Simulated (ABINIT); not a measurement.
# YAlSe3 (Pm-3m): zone-centre phonons, part 2 of 3

Aim: the zone-centre modes of YAlSe3 (Pm-3m).

ABINIT 10.8.3; DFT PBE, scalar-relativistic, plane waves, JTH PAW pseudopotentials.

So far. Step 4 (Relaxing the cell and atoms): The volume changes by +0.1 % in this run and stands +0.4 % from the first cell. Step 6 (Linear response at Γ): The acoustic modes at Γ come out as far as 6.0 cm⁻¹ from zero, where they should vanish, a small numerical error. The lowest optical mode is imaginary, 125i cm⁻¹, an instability at this level and on this k mesh. The relaxed cell has a = 4.895 Å (conventional setting).

The structure was built from a prototype and need not be the compound's stable phase.

## Step 7: Zone-centre analysis

anaddb reads the merged derivatives and imposes the acoustic sum rule.

anaddb.abi

```
ddb_filepath "gamma_DDB"
output_file "anaddb.abo"
outdata_prefix "anaddb"
asr 1
chneut 1
enunit 2
eivec 1
nph1l 1
qph1l 0.0 0.0 0.0 1.0
```

mrgddb.in

```
gamma_DDB
merged
1
dfpt_gammao_DDB
```

Command:

```
mrgddb < mrgddb.in > mrgddb.log
OMP_NUM_THREADS=1 anaddb anaddb.abi > anaddb.log
```

anaddb.abo, the main output file:

```text
-outvars_anaddb: echo values of input variables ----------------------

 Miscellaneous information :
      enunit         2
       eivec         1
         asr         1
 First list of wavevector (reduced coord.) :
       nph1l         1
       qph1l
                     0.00000000E+00  0.00000000E+00  0.00000000E+00    1.000E+00

================================================================================

 read the DDB information and perform some checks

  ==== Info on the Cryst% object ====
 Real(R)+Recip(G) space primitive vectors, cartesian coordinates (Bohr,Bohr^-1):
 R(1)=  9.2506079  0.0000000  0.0000000  G(1)=  0.1081010  0.0000000  0.0000000
 R(2)=  0.0000000  9.2506079  0.0000000  G(2)=  0.0000000  0.1081010  0.0000000
 R(3)=  0.0000000  0.0000000  9.2506079  G(3)=  0.0000000  0.0000000  0.1081010
 Unit cell volume ucvol=  7.9160918E+02 bohr^3
 Angles (23,13,12)=  9.00000000E+01  9.00000000E+01  9.00000000E+01 degrees
 Time-reversal symmetry is present
 Reduced atomic positions [iatom, xred, symbol]:
    1)    0.0000000  0.0000000  0.0000000   Y
    2)    0.5000000  0.5000000  0.5000000  Al
    3)    0.5000000  0.5000000  0.0000000  Se
    4)    0.5000000  0.0000000  0.5000000  Se
    5)    0.0000000  0.5000000  0.5000000  Se

 DDB file with 1 blocks has been read.

================================================================================

 Treat the first list of vectors

  Phonon wavevector (reduced coordinates) :  0.00000  0.00000  0.00000
 Phonon energies in Hartree :
  -5.718944E-04 -5.718944E-04 -5.718944E-04 -4.586016E-04 -4.586016E-04
  -4.586016E-04  0.000000E+00  0.000000E+00  0.000000E+00  3.008605E-04
   3.008605E-04  3.008605E-04  1.467104E-03  1.467104E-03  1.467104E-03
 Phonon energies in meV     :
- -1.556204E+01 -1.556204E+01 -1.556204E+01 -1.247918E+01 -1.247918E+01
- -1.247918E+01  0.000000E+00  0.000000E+00  0.000000E+00  8.186831E+00
-  8.186831E+00  8.186831E+00  3.992192E+01  3.992192E+01  3.992192E+01
 Phonon frequencies in cm-1    :
- -1.255163E+02 -1.255163E+02 -1.255163E+02 -1.006514E+02 -1.006514E+02
- -1.006514E+02  0.000000E+00  0.000000E+00  0.000000E+00  6.603125E+01
-  6.603125E+01  6.603125E+01  3.219920E+02  3.219920E+02  3.219920E+02
 Phonon frequencies in Thz     :
- -3.762884E+00 -3.762884E+00 -3.762884E+00 -3.017453E+00 -3.017453E+00
- -3.017453E+00  0.000000E+00  0.000000E+00  0.000000E+00  1.979567E+00
-  1.979567E+00  1.979567E+00  9.653078E+00  9.653078E+00  9.653078E+00
 Phonon energies in Kelvin  :
- -1.805900E+02 -1.805900E+02 -1.805900E+02 -1.448149E+02 -1.448149E+02
- -1.448149E+02  0.000000E+00  0.000000E+00  0.000000E+00  9.500423E+01
-  9.500423E+01  9.500423E+01  4.632747E+02  4.632747E+02  4.632747E+02

 Eigendisplacements
 (will be given, for each mode : in cartesian coordinates
   for each atom the real part of the displacement vector,
   then the imaginary part of the displacement vector - absolute values smaller than 1.0d-7 are set to zero)
  Mode number    1   Energy   -5.718944E-04
 Attention : low frequency mode.
   (Could be unstable or acoustic mode)
-  1  0.00000000E+00  0.00000000E+00 -1.99069138E-03
-     0.00000000E+00  0.00000000E+00  0.00000000E+00
-  2  0.00000000E+00  0.00000000E+00 -2.75171752E-04
-     0.00000000E+00  0.00000000E+00  0.00000000E+00
-  3  0.00000000E+00  0.00000000E+00  1.24509890E-04
-     0.00000000E+00  0.00000000E+00  0.00000000E+00
-  4  0.00000000E+00  0.00000000E+00  1.10548063E-03
-     0.00000000E+00  0.00000000E+00  0.00000000E+00
-  5  0.00000000E+00  0.00000000E+00  1.10548063E-03
-     0.00000000E+00  0.00000000E+00  0.00000000E+00
  Mode number    2   Energy   -5.718944E-04
 Attention : low frequency mode.
   (Could be unstable or acoustic mode)
-  1  0.00000000E+00  1.99069138E-03  0.00000000E+00
-     0.00000000E+00  0.00000000E+00  0.00000000E+00
-  2  0.00000000E+00  2.75171752E-04  0.00000000E+00
-     0.00000000E+00  0.00000000E+00  0.00000000E+00
-  3  0.00000000E+00 -1.10548063E-03  0.00000000E+00
-     0.00000000E+00  0.00000000E+00  0.00000000E+00
-  4  0.00000000E+00 -1.24509890E-04  0.00000000E+00
-     0.00000000E+00  0.00000000E+00  0.00000000E+00
-  5  0.00000000E+00 -1.10548063E-03  0.00000000E+00
-     0.00000000E+00  0.00000000E+00  0.00000000E+00
  Mode number    3   Energy   -5.718944E-04
 Attention : low frequency mode.
   (Could be unstable or acoustic mode)
-  1  1.99069138E-03  0.00000000E+00  0.00000000E+00
-     0.00000000E+00  0.00000000E+00  0.00000000E+00
-  2  2.75171752E-04  0.00000000E+00  0.00000000E+00
-     0.00000000E+00  0.00000000E+00  0.00000000E+00
-  3 -1.10548063E-03  0.00000000E+00  0.00000000E+00
-     0.00000000E+00  0.00000000E+00  0.00000000E+00
-  4 -1.10548063E-03  0.00000000E+00  0.00000000E+00
-     0.00000000E+00  0.00000000E+00  0.00000000E+00
-  5 -1.24509890E-04  0.00000000E+00  0.00000000E+00
-     0.00000000E+00  0.00000000E+00  0.00000000E+00
  Mode number    4   Energy   -4.586016E-04
 Attention : low frequency mode.
   (Could be unstable or acoustic mode)
-  1  0.00000000E+00  0.00000000E+00  0.00000000E+00
-     0.00000000E+00  0.00000000E+00  0.00000000E+00
-  2  0.00000000E+00  0.00000000E+00  0.00000000E+00
-     0.00000000E+00  0.00000000E+00  0.00000000E+00
-  3  0.00000000E+00  0.00000000E+00  0.00000000E+00
-     0.00000000E+00  0.00000000E+00  0.00000000E+00
-  4  0.00000000E+00  0.00000000E+00 -1.86380890E-03
-     0.00000000E+00  0.00000000E+00  0.00000000E+00
-  5  0.00000000E+00  0.00000000E+00  1.86380890E-03
-     0.00000000E+00  0.00000000E+00  0.00000000E+00
  Mode number    5   Energy   -4.586016E-04
 Attention : low frequency mode.
   (Could be unstable or acoustic mode)
-  1  0.00000000E+00  0.00000000E+00  0.00000000E+00
-     0.00000000E+00  0.00000000E+00  0.00000000E+00
-  2  0.00000000E+00  0.00000000E+00  0.00000000E+00
-     0.00000000E+00  0.00000000E+00  0.00000000E+00
-  3  0.00000000E+00  1.86380890E-03  0.00000000E+00
-     0.00000000E+00  0.00000000E+00  0.00000000E+00
-  4  0.00000000E+00  0.00000000E+00  0.00000000E+00
-     0.00000000E+00  0.00000000E+00  0.00000000E+00
-  5  0.00000000E+00 -1.86380890E-03  0.00000000E+00
-     0.00000000E+00  0.00000000E+00  0.00000000E+00
  Mode number    6   Energy   -4.586016E-04
 Attention : low frequency mode.
   (Could be unstable or acoustic mode)
-  1  0.00000000E+00  0.00000000E+00  0.00000000E+00
-     0.00000000E+00  0.00000000E+00  0.00000000E+00
-  2  0.00000000E+00  0.00000000E+00  0.00000000E+00
-     0.00000000E+00  0.00000000E+00  0.00000000E+00
-  3  1.86380890E-03  0.00000000E+00  0.00000000E+00
-     0.00000000E+00  0.00000000E+00  0.00000000E+00
-  4 -1.86380890E-03  0.00000000E+00  0.00000000E+00
-     0.00000000E+00  0.00000000E+00  0.00000000E+00
-  5  0.00000000E+00  0.00000000E+00  0.00000000E+00
-     0.00000000E+00  0.00000000E+00  0.00000000E+00
  Mode number    7   Energy    0.000000E+00
 Attention : low frequency mode.
   (Could be unstable or acoustic mode)
-  1  0.00000000E+00  0.00000000E+00 -1.24702985E-03
-     0.00000000E+00  0.00000000E+00  0.00000000E+00
-  2  0.00000000E+00  0.00000000E+00 -1.24701874E-03
-     0.00000000E+00  0.00000000E+00  0.00000000E+00
-  3  0.00000000E+00  0.00000000E+00 -1.24702124E-03
-     0.00000000E+00  0.00000000E+00  0.00000000E+00
-  4  0.00000000E+00  0.00000000E+00 -1.24702890E-03
-     0.00000000E+00  0.00000000E+00  0.00000000E+00
-  5  0.00000000E+00  0.00000000E+00 -1.24702890E-03
-     0.00000000E+00  0.00000000E+00  0.00000000E+00
  Mode number    8   Energy    0.000000E+00
 Attention : low frequency mode.
   (Could be unstable or acoustic mode)
-  1  0.00000000E+00 -1.24702985E-03  0.00000000E+00
-     0.00000000E+00  0.00000000E+00  0.00000000E+00
-  2  0.00000000E+00 -1.24701874E-03  0.00000000E+00
-     0.00000000E+00  0.00000000E+00  0.00000000E+00
-  3  0.00000000E+00 -1.24702890E-03  0.00000000E+00
-     0.00000000E+00  0.00000000E+00  0.00000000E+00
-  4  0.00000000E+00 -1.24702124E-03  0.00000000E+00
-     0.00000000E+00  0.00000000E+00  0.00000000E+00
-  5  0.00000000E+00 -1.24702890E-03  0.00000000E+00
-     0.00000000E+00  0.00000000E+00  0.00000000E+00
  Mode number    9   Energy    0.000000E+00
 Attention : low frequency mode.
   (Could be unstable or acoustic mode)
-  1  1.24702985E-03  0.00000000E+00  0.00000000E+00
-     0.00000000E+00  0.00000000E+00  0.00000000E+00
-  2  1.24701874E-03  0.00000000E+00  0.00000000E+00
-     0.00000000E+00  0.00000000E+00  0.00000000E+00
-  3  1.24702890E-03  0.00000000E+00  0.00000000E+00
-     0.00000000E+00  0.00000000E+00  0.00000000E+00
-  4  1.24702890E-03  0.00000000E+00  0.00000000E+00
-     0.00000000E+00  0.00000000E+00  0.00000000E+00
-  5  1.24702124E-03  0.00000000E+00  0.00000000E+00
-     0.00000000E+00  0.00000000E+00  0.00000000E+00
  Mode number   10   Energy    3.008605E-04
-  1  0.00000000E+00  0.00000000E+00 -8.07704778E-04
-     0.00000000E+00  0.00000000E+00  0.00000000E+00
-  2  0.00000000E+00  0.00000000E+00  2.62432279E-03
-     0.00000000E+00  0.00000000E+00  0.00000000E+00
-  3  0.00000000E+00  0.00000000E+00  1.60830338E-03
-     0.00000000E+00  0.00000000E+00  0.00000000E+00
-  4  0.00000000E+00  0.00000000E+00 -7.97801489E-04
-     0.00000000E+00  0.00000000E+00  0.00000000E+00
-  5  0.00000000E+00  0.00000000E+00 -7.97801489E-04
-     0.00000000E+00  0.00000000E+00  0.00000000E+00
  Mode number   11   Energy    3.008605E-04
-  1  0.00000000E+00 -8.07704778E-04  0.00000000E+00
-     0.00000000E+00  0.00000000E+00  0.00000000E+00
-  2  0.00000000E+00  2.62432279E-03  0.00000000E+00
-     0.00000000E+00  0.00000000E+00  0.00000000E+00
-  3  0.00000000E+00 -7.97801489E-04  0.00000000E+00
-     0.00000000E+00  0.00000000E+00  0.00000000E+00
-  4  0.00000000E+00  1.60830338E-03  0.00000000E+00
-     0.00000000E+00  0.00000000E+00  0.00000000E+00
-  5  0.00000000E+00 -7.97801489E-04  0.00000000E+00
-     0.00000000E+00  0.00000000E+00  0.00000000E+00
  Mode number   12   Energy    3.008605E-04
-  1  8.07704778E-04  0.00000000E+00  0.00000000E+00
-     0.00000000E+00  0.00000000E+00  0.00000000E+00
-  2 -2.62432279E-03  0.00000000E+00  0.00000000E+00
-     0.00000000E+00  0.00000000E+00  0.00000000E+00
-  3  7.97801489E-04  0.00000000E+00  0.00000000E+00
-     0.00000000E+00  0.00000000E+00  0.00000000E+00
-  4  7.97801489E-04  0.00000000E+00  0.00000000E+00
-     0.00000000E+00  0.00000000E+00  0.00000000E+00
-  5 -1.60830338E-03  0.00000000E+00  0.00000000E+00
-     0.00000000E+00  0.00000000E+00  0.00000000E+00
  Mode number   13   Energy    1.467104E-03
-  1  0.00000000E+00  0.00000000E+00  4.89549569E-06
-     0.00000000E+00  0.00000000E+00  0.00000000E+00
-  2  0.00000000E+00  0.00000000E+00  3.43712535E-03
-     0.00000000E+00  0.00000000E+00  0.00000000E+00
-  3  0.00000000E+00  0.00000000E+00 -1.67043790E-03
-     0.00000000E+00  0.00000000E+00  0.00000000E+00
-  4  0.00000000E+00  0.00000000E+00  2.45209932E-04
-     0.00000000E+00  0.00000000E+00  0.00000000E+00
-  5  0.00000000E+00  0.00000000E+00  2.45209932E-04
-     0.00000000E+00  0.00000000E+00  0.00000000E+00
  Mode number   14   Energy    1.467104E-03
-  1  0.00000000E+00  4.89549569E-06  0.00000000E+00
-     0.00000000E+00  0.00000000E+00  0.00000000E+00
-  2  0.00000000E+00  3.43712535E-03  0.00000000E+00
-     0.00000000E+00  0.00000000E+00  0.00000000E+00
-  3  0.00000000E+00  2.45209932E-04  0.00000000E+00
-     0.00000000E+00  0.00000000E+00  0.00000000E+00
-  4  0.00000000E+00 -1.67043790E-03  0.00000000E+00
-     0.00000000E+00  0.00000000E+00  0.00000000E+00
-  5  0.00000000E+00  2.45209932E-04  0.00000000E+00
-     0.00000000E+00  0.00000000E+00  0.00000000E+00
  Mode number   15   Energy    1.467104E-03
-  1  4.89549569E-06  0.00000000E+00  0.00000000E+00
-     0.00000000E+00  0.00000000E+00  0.00000000E+00
-  2  3.43712535E-03  0.00000000E+00  0.00000000E+00
-     0.00000000E+00  0.00000000E+00  0.00000000E+00
-  3  2.45209932E-04  0.00000000E+00  0.00000000E+00
-     0.00000000E+00  0.00000000E+00  0.00000000E+00
-  4  2.45209932E-04  0.00000000E+00  0.00000000E+00
-     0.00000000E+00  0.00000000E+00  0.00000000E+00
-  5 -1.67043790E-03  0.00000000E+00  0.00000000E+00
-     0.00000000E+00  0.00000000E+00  0.00000000E+00

 Analysis of degeneracies and characters (maximum tolerance=1.00E-06 a.u.)
 For each vibration mode, or group of modes if degenerate,
 the characters are given for each symmetry operation (see the list in the log file).
 Symmetry characters of vibration mode #   1
       degenerate with vibration modes #   2 to    3
  3.0 -3.0 -1.0  1.0 -1.0  1.0 -1.0  1.0  1.0 -1.0 -1.0  1.0  1.0 -1.0 -1.0  1.0
  0.0 -0.0  0.0 -0.0 -0.0  0.0 -0.0  0.0  1.0 -1.0 -1.0  1.0 -1.0  1.0  1.0 -1.0
  0.0 -0.0 -0.0  0.0 -0.0  0.0  0.0 -0.0  1.0 -1.0  1.0 -1.0 -1.0  1.0 -1.0  1.0
 Symmetry characters of vibration mode #   4
       degenerate with vibration modes #   5 to    6
  3.0 -3.0 -1.0  1.0 -1.0  1.0 -1.0  1.0 -1.0  1.0  1.0 -1.0 -1.0  1.0  1.0 -1.0
 -0.0  0.0  0.0 -0.0  0.0 -0.0 -0.0  0.0 -1.0  1.0  1.0 -1.0  1.0 -1.0 -1.0  1.0
 -0.0  0.0  0.0 -0.0 -0.0  0.0  0.0 -0.0 -1.0  1.0 -1.0  1.0  1.0 -1.0  1.0 -1.0
 Symmetry characters of vibration mode #   7
       degenerate with vibration modes #   8 to    9
  3.0 -3.0 -1.0  1.0 -1.0  1.0 -1.0  1.0  1.0 -1.0 -1.0  1.0  1.0 -1.0 -1.0  1.0
  0.0 -0.0 -0.0  0.0  0.0 -0.0 -0.0  0.0  1.0 -1.0 -1.0  1.0 -1.0  1.0  1.0 -1.0
  0.0 -0.0  0.0 -0.0 -0.0  0.0 -0.0  0.0  1.0 -1.0  1.0 -1.0 -1.0  1.0 -1.0  1.0
 Symmetry characters of vibration mode #  10
       degenerate with vibration modes #  11 to   12
  3.0 -3.0 -1.0  1.0 -1.0  1.0 -1.0  1.0  1.0 -1.0 -1.0  1.0  1.0 -1.0 -1.0  1.0
  0.0 -0.0  0.0 -0.0 -0.0  0.0 -0.0  0.0  1.0 -1.0 -1.0  1.0 -1.0  1.0  1.0 -1.0
  0.0 -0.0 -0.0  0.0 -0.0  0.0  0.0 -0.0  1.0 -1.0  1.0 -1.0 -1.0  1.0 -1.0  1.0
 Symmetry characters of vibration mode #  13
       degenerate with vibration modes #  14 to   15
  3.0 -3.0 -1.0  1.0 -1.0  1.0 -1.0  1.0  1.0 -1.0 -1.0  1.0  1.0 -1.0 -1.0  1.0
 -0.0  0.0 -0.0  0.0  0.0 -0.0  0.0 -0.0  1.0 -1.0 -1.0  1.0 -1.0  1.0  1.0 -1.0
 -0.0  0.0  0.0 -0.0  0.0 -0.0 -0.0  0.0  1.0 -1.0  1.0 -1.0 -1.0  1.0 -1.0  1.0
-
```

It took 0.52 s on 1 thread of Arm Neoverse V1, shared host.

Read from the output:

- lowest optical zone-centre mode: -125.5 cm⁻¹

No LO-TO term; unit eigenvectors of the mass-weighted matrix, from anaddb's displacements. The modes at Γ (shares of kinetic energy by element, %) (negative means imaginary):

```tsv
mode	frequency (cm⁻¹)	symmetry	Y %	Al %	Se %
1	-125.5	T1u	64	0	35
2	-125.5	T1u	64	0	35
3	-125.5	T1u	64	0	35
4	-100.7	T2u	0	0	100
5	-100.7	T2u	0	0	100
6	-100.7	T2u	0	0	100
7	0.0	acoustic	25	8	67
8	0.0	acoustic	25	8	67
9	0.0	acoustic	25	8	67
10	66.0	T1u	11	34	56
11	66.0	T1u	11	34	56
12	66.0	T1u	11	34	56
13	322.0	T1u	0	58	42
14	322.0	T1u	0	58	42
15	322.0	T1u	0	58	42
```

Displacements in mode 1 (-125.5 cm⁻¹), the largest set to 1:
```
Y1   0.00  0.00 -1.00
Al2  0.00  0.00 -0.14
Se3  0.00  0.00  0.06
Se4  0.00  0.00  0.56
Se5  0.00  0.00  0.56
```

Displacements in mode 4 (-100.7 cm⁻¹), the largest set to 1:
```
Y1   0.00  0.00  0.00
Al2  0.00  0.00  0.00
Se3  0.00  0.00  0.00
Se4  0.00  0.00 -1.00
Se5  0.00  0.00  1.00
```

The rule also moves an optical mode by 0.4 cm⁻¹.

[end of part 2 of 3]

[Host names and launcher messages were left out of these logs when they were recorded.]

[Logs are printed without paths, hosts, clocks, repeated set-up lines and the standing remarks that a program may print on its own settings, such as how far it seeks lower states.]

[Hosts, paths, dates, database ids (printed as entryN), source tags and the programs' standing remarks are cut or masked in the printed files.]
